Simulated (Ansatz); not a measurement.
## Preparing TiO2 (Pbcn) as a host crystal

Aim: the runs on the perfect crystal TiO2 (Pbcn) that a defect calculation needs first.

Main program and level: Ansatz 0.2.0; plane-wave PAW DFT, LDA; relaxation of the host's cell and atoms, in the first sound run; inputs show where later runs differ.

### 1. Starting point

It takes space group Pbcn (No. 60, orthorhombic). The conventional cell has a = 4.545 Å, b = 5.520 Å, c = 4.909 Å, α = 90.00°, β = 90.00°, γ = 90.00°. Nearest to Ti lie 6 O at 1.88 to 2.09 Å. Nearest to O lie 3 Ti at 1.88 to 2.09 Å. Farther neighbours and most contacts between anions are not listed.

### 2. Host cell relaxation

Lattice and positions are set free, within the symmetry that the program keeps.

cell/input.yaml reads:

```yaml
crystal:
  lattice:
    - [4.5453496, 0.0, 0.0]
    - [0.0, 5.5196194, 0.0]
    - [0.0, 0.0, 4.9091969]
  atoms:
    - { symbol: Ti, position: [0.5, 0.67299093, 0.75] }
    - { symbol: Ti, position: [0.0, 0.82700907, 0.25] }
    - { symbol: Ti, position: [0.5, 0.32700907, 0.25] }
    - { symbol: Ti, position: [0.0, 0.17299093, 0.75] }
    - { symbol: O, position: [0.72854938, 0.61827536, 0.08135092] }
    - { symbol: O, position: [0.22854938, 0.88172464, 0.91864908] }
    - { symbol: O, position: [0.77145062, 0.88172464, 0.58135092] }
    - { symbol: O, position: [0.27145062, 0.61827536, 0.41864908] }
    - { symbol: O, position: [0.72854938, 0.38172464, 0.58135092] }
    - { symbol: O, position: [0.22854938, 0.11827536, 0.41864908] }
    - { symbol: O, position: [0.77145062, 0.11827536, 0.08135092] }
    - { symbol: O, position: [0.27145062, 0.38172464, 0.91864908] }
basis:
  ecutwfc: 420
  xc_grid: 2
hamiltonian:
  xc: lda
kpoints:
  mp_grid: { grid: [6, 5, 6] }
scf:
  occupations: { method: fixed }
  max_iter: 100
relax:
  f_tol: 0.005
  max_steps: 60
  cell: {}
output:
  forces: true
  stress: true
checkpoint:
  write: "../cell.run"
  compress: false
  write_wavefunctions: false
  write_every: 100000
```

Run with:

```sh
$ ansatz run input.yaml --threads 8 --pin off --max-ram 15073MiB --backend cpu --events-out ev --progress --plain --runs-dir out
```

Numbers of over 12 decimals in the logs are rounded to 6 here.

The log of the run:

```text
[... repeated set-up lines and file paths are left out, and long positions are rounded to six places ...]
Engine: ansatz 0.2.0, x86_64-unknown-linux-gnu
Pseudopotentials: kind: paw
Pseudopotential: Ti, paw, valence charge 12, recommended cutoff 420 eV (normal), Ti.paw.azcp
Pseudopotential: O, paw, valence charge 6, recommended cutoff 420 eV (normal), O.paw.azcp
Functional definition: SPW92
  exchange = slater_x
  correlation = pw_c
Crystal: 12 atoms, lattice volume = 123.165 Å³
Basis set: ecut = 420 eV, 2417 PW (Γ), exchange–correlation on 64×80×72 points (8 copies of the dense FFT grid, shifted against one another)
Bands: 60, of which v1, the nominal top of the filled ones, is band 48 counted from 1 (47 counted from 0)
Symmetry: 8 space group operations
Space group: Pbcn (ITA 60), of the structure as read, at distance tolerance 5.0e-5 Å
k-points: 48 of 180
Non-local potential: Ti, projectors of the file, l = 0: 3, l = 1: 2, l = 2: 3, l = 3: 1
Non-local potential: O, projectors of the file, l = 0: 2, l = 1: 2, l = 2: 1
PAW form: soft (Blöchl's): semilocal exchange-correlation on the pseudo side does not see the compensation charge
PAW frozen core: Ti, regenerated for the run's functional, and the local potential with it (the file was generated under x = pbe(κ = 0.804, μ = 0.219515), c = pbe(β = 0.066725))
PAW frozen core: O, regenerated for the run's functional, and the local potential with it (the file was generated under x = pbe(κ = 0.804, μ = 0.219515), c = pbe(β = 0.066725))
PAW one-centre angular grid: Ti, 590 points (default); XC on 64 Gauss nodes
PAW one-centre angular grid: O, 110 points (default); XC on 64 Gauss nodes
Initial density: superposition of atomic densities (neutral atoms: chi_scale 0, normalization atom), corrected by the library's trained network
Initial wavefunctions: pseudopotential atomic-orbital guess
Functional: x = slater, c = lda
SCF iter   1: F=—  HF=-14260.901271 eV  |F-HF|=—  |Δ(HF+E_count)|=         —  Δρ=2.40e-2  dr2=6.56e-1  ethr=1.77e-3  ⟨swp⟩=3.0  Hψ=9453  notcnv=0  defer=321
preconditioner: auto → Resta (q_TF=auto, 2.617 Å⁻¹)  ε∞=9.3  [insulator: Δε(μ)=2.308 eV  Ē_g=9.264 eV  n_scr=34 (ndim 8)  ℏωp=26.8 eV  f_vac=0.016  ε∞_Penn≈9.3]
SCF iter   2: F=—  HF=-14260.801345 eV  |F-HF|=—  |Δ(HF+E_count)|=   9.99e-2  Δρ=1.30e-2  dr2=1.65e-1  ethr=6.83e-4  ⟨swp⟩=2.1  Hψ=4894  notcnv=0  defer=432
SCF iter   3: F=—  HF=-14260.771556 eV  |F-HF|=—  |Δ(HF+E_count)|=   2.98e-2  Δρ=4.03e-3  dr2=1.32e-2  ethr=1.72e-4  ⟨swp⟩=2.0  Hψ=3885  notcnv=0  defer=339
automatic band count: iteration 3 solves 58 bands in place of 60: the levels show a gap, and the empty bands left out lie too high to hold charge; the band table lists the bands solved (type scf.n_extra_bands for more)
SCF iter   4: F=—  HF=-14260.767945 eV  |F-HF|=—  |Δ(HF+E_count)|=   3.61e-3  Δρ=8.06e-4  dr2=5.80e-4  ethr=1.37e-5  ⟨swp⟩=2.0  Hψ=4769  notcnv=0  defer=374
SCF iter   5: F=—  HF=-14260.767883 eV  |F-HF|=—  |Δ(HF+E_count)|=   6.11e-5  Δρ=1.43e-4  dr2=3.19e-5  ethr=6.04e-7  ⟨swp⟩=2.0  Hψ=3774  notcnv=0  defer=378
SCF iter   6: F=—  HF=-14260.767878 eV  |F-HF|=—  |Δ(HF+E_count)|=   4.94e-6  Δρ=6.11e-5  dr2=4.01e-6  ethr=3.32e-8  ⟨swp⟩=2.1  Hψ=5064  notcnv=0  defer=188
SCF iter   7: F=—  HF=-14260.767878 eV  |F-HF|=—  |Δ(HF+E_count)|=   5.04e-7  Δρ=1.24e-5  dr2=2.04e-7  ethr=4.18e-9  ⟨swp⟩=2.5  Hψ=4810  notcnv=0  defer=188
SCF iter   8: F=-14260.767878 eV  HF=-14260.767878 eV  |F-HF|=8.01e-9  |Δ(HF+E_count)|=   2.68e-9  Δρ=3.06e-6  dr2=1.27e-8  ethr=1.04e-10  ⟨swp⟩=4.0  Hψ=8709  notcnv=0
SCF 1 converged in 8 iterations: F = -14260.767878 eV  dr2 = 1.27e-8
  greatest PAW one-centre occupation: 0.999 electrons in one spin orbital (limit 2), on the Ti atom at site 3 (counted from 0), in its partial waves of l = 0
relax step   1: F+E_penalty+E_count = -14260.76787791 eV  Δ(F+E_penalty+E_count) = +0.000e0 eV  max|allowed force component| = 1.316e-1 eV/Å  Δτ_max = 0.0000 Å  P = -9.445 GPa  Ω = 123.165 Å³  (8 SCF iters, dr2 threshold 1.00e-7 eV, accepted)
[... the SCF cycles and remarks between the steps are left out from here to the last step ...]
relax step   2: F+E_penalty+E_count = -14260.92057694 eV  Δ(F+E_penalty+E_count) = -1.527e-1 eV  max|allowed force component| = 5.089e-2 eV/Å  Δτ_max = 0.0043 Å  P = -2.328 GPa  Ω = 119.628 Å³  energy of the carried Pulay correction = +2.346e-2 eV  (6 SCF iters, dr2 threshold 1.20e-6 eV, accepted)
relax step   3: F+E_penalty+E_count = -14260.93545509 eV  Δ(F+E_penalty+E_count) = -1.488e-2 eV  max|allowed force component| = 2.025e-2 eV/Å  Δτ_max = 0.0015 Å  P = +0.112 GPa  Ω = 118.562 Å³  energy of the carried Pulay correction = +3.066e-2 eV  (6 SCF iters, dr2 threshold 1.20e-6 eV, accepted)
relax step   4: F+E_penalty+E_count = -14260.93513385 eV  Δ(F+E_penalty+E_count) = +3.212e-4 eV  max|allowed force component| = 1.709e-2 eV/Å  Δτ_max = 0.0009 Å  P = +0.004 GPa  Ω = 118.624 Å³  energy of the carried Pulay correction = +3.024e-2 eV  (5 SCF iters, dr2 threshold 4.40e-8 eV, accepted)
relax step   5: F+E_penalty+E_count = -14260.93500418 eV  Δ(F+E_penalty+E_count) = +1.297e-4 eV  max|allowed force component| = 8.455e-3 eV/Å  Δτ_max = 0.0038 Å  P = -0.001 GPa  Ω = 118.647 Å³  energy of the carried Pulay correction = +3.008e-2 eV  (6 SCF iters, dr2 threshold 1.82e-8 eV, accepted)
relax step   6: F+E_penalty+E_count = -14260.93506136 eV  Δ(F+E_penalty+E_count) = -5.718e-5 eV  max|allowed force component| = 2.273e-3 eV/Å  Δτ_max = 0.0017 Å  P = -0.005 GPa  Ω = 118.647 Å³  energy of the carried Pulay correction = +3.008e-2 eV  (5 SCF iters, dr2 threshold 1.56e-8 eV, accepted)
relax step   7: F+E_penalty+E_count = -14260.91022883 eV  Δ(F+E_penalty+E_count) = +2.483e-2 eV  max|allowed force component| = 2.286e-3 eV/Å  Δτ_max = 0.0000 Å  P = -0.368 GPa  Ω = 118.647 Å³  stress off target by 3.76e-1 GPa  SCF on the basis re-selected at this cell (its energy is not comparable with the rows above)  (7 SCF iters)
relax step   8: F+E_penalty+E_count = -14260.91161318 eV  Δ(F+E_penalty+E_count) = -1.384e-3 eV  max|allowed force component| = 5.776e-4 eV/Å  Δτ_max = 0.0008 Å  P = -0.003 GPa  Ω = 118.472 Å³  energy of the carried Pulay correction = +1.179e-3 eV  (5 SCF iters, dr2 threshold 3.53e-7 eV, accepted)
iter 1 solved again at ethr=3.64e-9 eV; its pass at ethr=3.10e-3 eV (dr2=3.49e-6 eV) is discarded
SCF iter   1: F=—  HF=-14260.910469 eV  |F-HF|=—  |Δ(HF+E_count)|=         —  Δρ=1.64e-5  dr2=5.80e-8  ethr=3.64e-9  ⟨swp⟩=4.0  Hψ=17933  notcnv=0  defer=472
SCF iter   2: F=—  HF=-14260.910469 eV  |F-HF|=—  |Δ(HF+E_count)|=  1.29e-10  Δρ=8.33e-6  dr2=2.36e-8  ethr=6.04e-11  ⟨swp⟩=2.0  Hψ=3740  notcnv=0  defer=472
SCF iter   3: F=—  HF=-14260.910469 eV  |F-HF|=—  |Δ(HF+E_count)|=   4.35e-9  Δρ=4.11e-6  dr2=1.77e-8  ethr=2.46e-11  ⟨swp⟩=2.0  Hψ=3825  notcnv=0  defer=472
SCF iter   4: F=—  HF=-14260.910469 eV  |F-HF|=—  |Δ(HF+E_count)|=   2.65e-9  Δρ=8.11e-7  dr2=1.25e-9  ethr=1.84e-11  ⟨swp⟩=2.0  Hψ=3721  notcnv=0  defer=472
SCF iter   5: F=-14260.910469 eV  HF=-14260.910469 eV  |F-HF|=5.46e-12  |Δ(HF+E_count)|=  1.00e-10  Δρ=3.16e-7  dr2=1.19e-10  ethr=1.00e-12  ⟨swp⟩=2.6  Hψ=9655  notcnv=0
SCF 9 converged in 5 iterations: F = -14260.910469 eV  dr2 = 1.19e-10
relax step   9: F+E_penalty+E_count = -14260.91046883 eV  Δ(F+E_penalty+E_count) = +1.144e-3 eV  max|allowed force component| = 6.272e-4 eV/Å  Δτ_max = 0.0000 Å  P = -0.012 GPa  Ω = 118.472 Å³  stress off target by 1.78e-2 GPa  SCF on the basis re-selected at this cell (its energy is not comparable with the rows above)  (5 SCF iters)
basis re-selected at this cell: Δ(F+E_penalty+E_count) = +1.144e-3 eV, ΔP = -0.009 GPa vs the last step (what re-selecting the basis moved, of the pressure what is left beyond the Pulay correction that the steps carried, after the strain that the cell walked [...]
SCF converged after 5 iterations
Free energy (F): -14260.910469 eV
Harris-Foulkes:  -14260.910469 eV  (|F-HF|=5.46e-12)
Internal energy: -14260.910469 eV  (E = F + TS)
E sigma→0 (E₀):  -14260.910469 eV
Fermi energy:    9.170353 eV
--- Per-component energies (eV) ---
  E_band       = -721.123136
  E_kinetic    = 2491.868317
  E_local      = -5869.732528  (includes V_loc(G=0)·N_el)
  E_nonlocal   = 425.100702
  E_hartree    = 2218.806880
  E_xc         = -972.880162
  E_vxc        = -1240.576718  (∫ρ·V_xc dr)
  E_paw        = -5163.418630  (= ΣΔE_a)
  E_vpaw       = -965.416604  (= ΣTr[D̂ρ^β])
  E_aug_tail   = 0.020309  (compensation charges beyond the density's cutoff)
  E_ewald      = -7392.754530
  E_core_change = 2.079173  (= ΣΔE_core)
  E_smearing   = -0.000000  (= −TS)
  E_closure    = -0.000000  (closes the sum)
  Σ components = -14260.910469   (vs F -14260.910469, Δ=0.00e0)
--- Forces (eV/Å), atoms counted from 1 ---
  atom   1  Ti     0.00000000     0.00062716     0.00000000
  atom   2  Ti    -0.00000000    -0.00062716    -0.00000000
  atom   3  Ti    -0.00000000    -0.00062716    -0.00000000
  atom   4  Ti     0.00000000     0.00062716     0.00000000
  atom   5  O      0.00025551    -0.00018898     0.00019819
  atom   6  O      0.00025551     0.00018898    -0.00019819
  atom   7  O     -0.00025551     0.00018898     0.00019819
  atom   8  O     -0.00025551    -0.00018898    -0.00019819
  atom   9  O      0.00025551     0.00018898     0.00019819
  atom  10  O      0.00025551    -0.00018898    -0.00019819
  atom  11  O     -0.00025551    -0.00018898     0.00019819
  atom  12  O     -0.00025551     0.00018898    -0.00019819
  max |Σ_I F_I| component: 1.17e-17 eV/Å
--- Stress (GPa, compression-positive) ---
       -0.011175      -0.000000       0.000000
       -0.000000      -0.017786       0.000000
        0.000000       0.000000      -0.005735
  P = ⅓ Tr σ = -0.0116 GPa (-0.116 kbar)
--- Relaxed structure (7 steps of the walk, 7 accepted, 2 SCFs on fresh bases) ---
  F+E_penalty+E_count = -14260.91046883 eV   max|allowed force component| = 6.272e-4 eV/Å   (the final SCF, on the basis selected at the relaxed cell)
  cell:  # Å, volume = 118.4723 Å³
    - [4.498691, 0, 6.0911415057448245e-18]
    - [0, 5.439870, 0]
    - [6.578726749085225e-18, 0, 4.841078]
  atoms:
    - { symbol: Ti, position: [0.5, 0.674017, 0.750000] }
    - { symbol: Ti, position: [0, 0.825983, 0.25] }
    - { symbol: Ti, position: [0.5, 0.325983, 0.25] }
    - { symbol: Ti, position: [0, 0.174017, 0.750000] }
    - { symbol: O, position: [0.728419, 0.617696, 0.081424] }
    - { symbol: O, position: [0.228419, 0.882304, 0.918576] }
    - { symbol: O, position: [0.771581, 0.882304, 0.581424] }
    - { symbol: O, position: [0.271581, 0.617696, 0.418576] }
    - { symbol: O, position: [0.728419, 0.382304, 0.581424] }
    - { symbol: O, position: [0.228419, 0.117696, 0.418576] }
    - { symbol: O, position: [0.771581, 0.117696, 0.081424] }
    - { symbol: O, position: [0.271581, 0.382304, 0.918576] }
```

Elapsed: 23 s, on 8 threads of AMD EPYC 7R43, shared host; peak memory 0.79 GiB; 2.3 min of CPU time.

Step by step:

```
step  energy less that of the first step (eV)  largest force component (eV/Å)  pressure (GPa)  volume (Å³)
   1                                   0.0000                          0.1316           -9.44       123.16
   2                                  -0.1527                          0.0509           -2.33       119.63
   3                                  -0.1676                          0.0202            0.11       118.56
   4                                  -0.1673                          0.0171            0.00       118.62
   5                                  -0.1671                          0.0085            0.00       118.65
   6                                  -0.1672                          0.0023           -0.01       118.65
   7                                  -0.1424                          0.0023           -0.37       118.65
   8                                  -0.1437                          0.0006            0.00       118.47
  9*                                  -0.1426                          0.0006           -0.01       118.47
```

Relaxation steps marked * repeat the geometry before them on a plane-wave basis chosen anew for their cell, so energy and pressure can jump there. The log counts 2 steps on a newly chosen plane-wave basis, not all of them marked here; energy and pressure can jump at such steps.

The run keeps the 8 symmetry operations that it works with, so distortions that break them were not tested.

| conventional cell, symmetrised | before | after | change |
| --- | --- | --- | --- |
| a (Å) | 4.545 | 4.499 | -1.0 % |
| b (Å) | 5.520 | 5.440 | -1.4 % |
| c (Å) | 4.909 | 4.841 | -1.4 % |
| volume (Å³/atom) | 10.26 | 9.87 | -3.8 % |

This step gave:

* pressure: -0.01157 GPa

The relaxation ends with a largest force component of 6.3e-4 eV/Å and a pressure of -0.01 GPa.

[end of part 1 of 2]

[Logs are printed without paths, hosts, clocks, repeated set-up lines and the standing remarks that a program may print on its own settings, such as how far it seeks lower states.]

[Hosts, paths, dates, database ids (printed as entryN), source tags and the programs' standing remarks are cut or masked in the printed files.]

[Runs of the host that timed out are not shown.]

[For some hosts the program warned that the k-mesh of the response run may be too coarse for force constants and the static dielectric constant; such warnings are not always shown.]
